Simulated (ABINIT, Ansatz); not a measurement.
Planning a run of ABINIT 10.8.3 on CaSnF4 (P4/mmm). The input:

```
acell 3*1.0 Angstrom
rprim 
  4.004548000000 0.000000000000 0.000000000000
  0.000000000000 4.004548000000 0.000000000000
  0.000000000000 0.000000000000 5.780467000000
ntypat 3
znucl 20 50 9
natom 6
typat 1 2 3 3 3 3
xred 
  0.000000000000 0.000000000000 0.500000000000
  0.500000000000 0.500000000000 0.000000000000
  0.500000000000 0.000000000000 0.265738000000
  0.500000000000 0.000000000000 0.734262000000
  0.000000000000 0.500000000000 0.734262000000
  0.000000000000 0.500000000000 0.265738000000
pp_dirpath "pseudos"
pseudos "Ca.upf, Sn.upf, F.upf"
ecut 38
ngkpt 6 6 4
nshiftk 1
shiftk 0 0 0
kptopt 1
chksymbreak 0
nband 37
occopt 1
tolvrs 1e-10
nstep 60
prtwf 0
optforces 0
optstress 0
indata_prefix "in"
outdata_prefix "out"
tmpdata_prefix "tmp"
```

```sh
OMP_NUM_THREADS=1 mpirun -n 4 abinit run.abi > log
```

Question: Estimate wall time and host memory on 4 MPI ranks of Intel Xeon Platinum 8488C (Sapphire Rapids), shared host.

It took 2.1 min; on shared hardware allow 64 s to 4.2 min. Peak host memory was 0.5 GiB.

[Paths, hosts, dates, memory and timing lines, banners, echoed tables and standing remarks are left out of the program output.]

[Logs are printed without paths, hosts, clocks, repeated set-up lines and the standing remarks that a program may print on its own settings, such as how far it seeks lower states.]

[Runs of the session that timed out or met a known fault of the program may be left out.]

[Hosts, paths, dates, database ids (printed as entryN), source tags and the programs' standing remarks are cut or masked in the printed files.]

[G0W0 gaps are taken among the corrected bands and points alone; a level outside them can change the order at an edge.]

[Where Ansatz stands beside ABINIT at settings called matched, ABINIT's density can come from a denser mesh and the files from another edition; pairs whose starting gaps differed by over 0.03 eV were left out, so agreement reads better than it is.]
